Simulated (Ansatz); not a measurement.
# Lattice dynamics of GaNi (Pm-3m), part 2 of 2

Wanted: vibrations and spectra of GaNi (Pm-3m); the cell is already relaxed. After the zone centre comes a 4×4×4 q mesh on a 16×16×16 k mesh.

Ansatz 0.2.0; DFT PBEsol, scalar-relativistic, plane waves, PAW.

So far. Step 2 (Zone-centre response): Before it was imposed, the acoustic sum rule was missed by 1.1e-4 eV/Å². Small misses are needed for a sound result but don't prove that mesh and cutoff are converged. The lowest optical mode is real, 212 cm⁻¹.

The database entry behind the starting cell differs from later determinations by our own check (about 0.2 % long), so it need not match the best structure at ambient conditions.

### Step 3. Phonons on a q mesh (continued)

The phonon density of states has structure finer than the step of the table below, so its rows give means over 5 cm⁻¹, whole bins alone (the curve runs from 1 to 249 cm⁻¹). Peaks (cm⁻¹: height): 107.0: 0.0492, 137.0: 0.0368, 149.0: 0.0343, 159.0: 0.0323, 181.0: 0.0383, 227.0: 0.0607.

Tetrahedra on a 24×24×24 mesh, mean over bins of 2 cm-1. Interpolated from a 4×4×4 q mesh. The phonon density of states by wavenumber; means over each step:

wavenumber (cm⁻¹), phonon density of states (1/cm⁻¹/cell) and a bar:
```
        5     0.0000 
       10     0.0001 
       15     0.0004 
       20     0.0010 
       25     0.0016 #
       30     0.0027 #
       35     0.0039 ##
       40     0.0051 ###
       45     0.0064 ###
       50     0.0079 ####
       55     0.0096 #####
       60     0.0117 ######
       65     0.0142 #######
       70     0.0176 #########
       75     0.0239 ############
       80     0.0277 ##############
       85     0.0275 ##############
       90     0.0284 ##############
       95     0.0301 ###############
      100     0.0333 #################
      105     0.0419 #####################
      110     0.0383 ###################
      115     0.0360 ##################
      120     0.0346 #################
      125     0.0315 ################
      130     0.0288 ##############
      135     0.0315 ################
      140     0.0310 ###############
      145     0.0260 #############
      150     0.0288 ##############
      155     0.0285 ##############
      160     0.0314 ################
      165     0.0240 ############
      170     0.0218 ###########
      175     0.0227 ###########
      180     0.0320 ################
      185     0.0290 ##############
      190     0.0278 ##############
      195     0.0276 ##############
      200     0.0243 ############
      205     0.0214 ###########
      210     0.0209 ##########
      215     0.0318 ################
      220     0.0463 #######################
      225     0.0558 ############################
      230     0.0603 ##############################
      235     0.0584 #############################
      240     0.0365 ##################
      245     0.0165 ########
```

The partial phonon density of states has structure finer than the step of the table below, so its rows give means over 10 cm⁻¹, whole bins alone (the curve runs from -10 to 266 cm⁻¹). Peaks (cm⁻¹: height): Ga 108.0: 0.0140, 180.9: 0.0266, 231.3: 0.0401; Ni 85.5: 0.0203, 108.0: 0.0302, 226.1: 0.0199.

Phonopy on the run's constants, 19x19x19 mesh, Gaussian sigma 2.0 cm-1. Interpolated from a 4×4×4 q mesh. Table of partial phonon density of states by wavenumber; means over each step; values in 1/cm⁻¹/cell:

```csv
wavenumber (cm⁻¹),Ga,Ni
0,2.6e-5,2.0e-5
10,1.1e-4,9.2e-5
20,5.5e-4,5.1e-4
30,0.00143,0.00146
40,0.00246,0.00275
50,0.00354,0.00434
60,0.00502,0.00665
70,0.00751,0.0110
80,0.0101,0.0164
90,0.0101,0.0180
100,0.0117,0.0223
110,0.0126,0.0269
120,0.00941,0.0243
130,0.00699,0.0237
140,0.00775,0.0213
150,0.0115,0.0167
160,0.0164,0.0134
170,0.0170,0.00534
180,0.0222,0.00681
190,0.0198,0.00792
200,0.0154,0.00878
210,0.0141,0.00938
220,0.0277,0.0173
230,0.0391,0.0196
240,0.0245,0.0131
250,0.00296,0.00190
260,6.0e-7,3.0e-7
```

Second derivatives of the energy by pair, one row for each kind of neighbour of each atom listed. Each entry sums the pair over the periodic images of the supercell that the q mesh stands for, and in a polar crystal it holds the long-range dipole part too. Force constants by pair, by row:

```csv
atom,neighbour,distance (Å),third of the trace (eV/Å²),along the pair's line (eV/Å²)
Ga1,itself,0,8.32,–
Ga1,Ni,2.488,-0.6337,-2.301
Ga1,Ga,2.873,-0.3188,-1.257
Ga1,Ga,4.063,-0.0425,-0.1793
Ga1,Ni,4.764,-0.0039,0.0032
Ga1,Ga,4.976,-0.0619,-0.1814
Ga1,Ga,5.746,-0.0278,-0.0655
Ga1,Ni,6.261,-0.0071,-0.0165
Ga1,Ga,6.424,-0.0069,-0.0091
Ni2,itself,0,5,–
Ni2,Ga,2.488,-0.6337,-2.301
Ni2,Ni,2.873,0.0292,-0.3467
Ni2,Ni,4.063,-0.046,-0.2809
Ni2,Ga,4.764,-0.0039,0.0032
Ni2,Ni,4.976,0.0595,0.2364
Ni2,Ni,5.746,0.1327,0.4388
Ni2,Ga,6.261,-0.0071,-0.0165
Ni2,Ni,6.424,-0.0156,-0.0248
```

Harmonic thermodynamic functions per atom, from the density of states. Interpolated from a 4×4×4 q mesh. Thermodynamic functions, by row:

```csv
T (K),F_vib (meV/atom),S (J/mol-atom/K),C_V (J/mol-atom/K)
0,29.11,0,0
50,28.59,3.468,7.464
100,24.66,11.78,16.5
200,4.87,25.49,22.23
300,-26.67,34.83,23.67
400,-66.5,41.72,24.21
500,-112.7,47.16,24.47
600,-163.9,51.63,24.61
700,-219.4,55.44,24.7
800,-278.7,58.74,24.76
900,-341.1,61.66,24.8
1000,-406.4,64.27,24.82
```

Harmonic mean-square displacement, third of the trace. Interpolated from a 4×4×4 q mesh. Mean square displacements, by row:

```csv
T (K),Ga1 U_eq (Å²),Ni2 U_eq (Å²)
0,0.00171,0.00243
100,0.00296,0.00435
300,0.00749,0.01135
600,0.01469,0.02235
```

Symmetry leaves 10 wavevectors to solve. The lowest mode among them, the acoustic zeros apart, lies at q = (0, 0.25, 0.25) and is real, 37.2 cm⁻¹.

### Step 4. Isotope substitution, element Ga, natural mass 69.723 amu

An isotope changes the mass and not the force constants, so no new electronic calculation is needed; the shifts show which modes move this element.

The same force constants with the mass of Ga changed from 69.723 to 70.925 u (phonopy, no LO-TO term). Both lists are sorted by frequency; levels can cross, so a row need not hold one and the same mode. Modes under 3 cm⁻¹ are left out. Isotope shifts, by row:

```csv
q,rank,natural mass (cm⁻¹),changed mass (cm⁻¹)
0 0 0,4,212.5,211.7
0 0 0,5,212.5,211.7
0 0 0,6,212.5,211.7
0 0 0.25,1,84.09,83.73
0 0 0.25,2,84.09,83.73
0 0 0.25,3,122.3,121.9
0 0 0.25,4,192.2,191.4
0 0 0.25,5,192.2,191.4
0 0 0.25,6,219,217.8
0 0 -0.5,1,132.4,132.4
0 0 -0.5,2,132.4,132.4
0 0 -0.5,3,152.8,151.5
0 0 -0.5,4,152.8,151.5
0 0 -0.5,5,188.7,188.7
0 0 -0.5,6,223.1,221.2
0 0.25 0.25,1,37.22,37.08
0 0.25 0.25,2,112.3,111.8
0 0.25 0.25,3,147,147
0 0.25 0.25,4,178.9,178.2
0 0.25 0.25,5,195.8,194.2
0 0.25 0.25,6,230.1,228.9
```

A mode of this element alone would shift by -0.85 %. The highest zone-centre frequency without the field goes from 212.5 to 211.7 cm⁻¹ (-0.4 %). The product of the frequency ratios over all optical modes at Γ is 0.988; the product rule, (m/m′)^(3k/2) (M′/M)^(3/2) with k = 1 such atoms and M the mass of the cell, gives 0.988.

### Step 5. Isotope substitution, element Ni, natural mass 58.6934 amu

The same for Ni, from 58.69 to 63.93 u.

A mode of this element alone would shift by -4.18 %. The highest zone-centre frequency without the field goes from 212.5 to 207.7 cm⁻¹ (-2.2 %). The product of the frequency ratios over all optical modes at Γ is 0.934; the product rule, (m/m′)^(3k/2) (M′/M)^(3/2) with k = 1 such atoms and M the mass of the cell, gives 0.934.

### Step 6. What came out

| Property | Result |
| --- | --- |
| space group (within 0.01 Å) | Pm-3m |
| volume per atom | 11.9 Å³ |
| electronic character | no gap on this mesh |
| highest optical mode at the zone centre (no LO-TO term) | 212 cm⁻¹ |
| lowest optical zone-centre mode | 212 cm⁻¹ |
| lowest mode on the q mesh (acoustic modes at Γ apart) | 37.2 cm⁻¹ |
| highest frequency on the path or at a solved wavevector | 249 cm⁻¹ |
| zero-point energy per atom | 29.1 meV |
| heat capacity at 300 K | 23.7 J/(mol atoms K) |
| vibrational entropy at 300 K | 34.8 J/(mol atoms K) |
| Debye temperature (second moment) | 310 K |
| imaginary modes on the 4×4×4 q mesh | none |

What this shows: The structure is a minimum as far as tested: no mode is imaginary at the 10 irreducible wavevectors of the 4×4×4 mesh, and the softest away from the acoustic zeros lies at 37 cm⁻¹. The optical modes at Γ form one degenerate level at 212 cm⁻¹. With no gap, or one that is small against the smearing, the frequencies hang on the k mesh and the smearing, most of all near Kohn anomalies. The phonon runs are without spin polarisation, although the cell has an odd electron count. These are harmonic frequencies at zero temperature: anharmonic shifts, linewidths and thermal expansion are left out.

[Logs are printed without paths, hosts, clocks, repeated set-up lines and the standing remarks that a program may print on its own settings, such as how far it seeks lower states.]

[Hosts, paths, dates, database ids (printed as entryN), source tags and the programs' standing remarks are cut or masked in the printed files.]
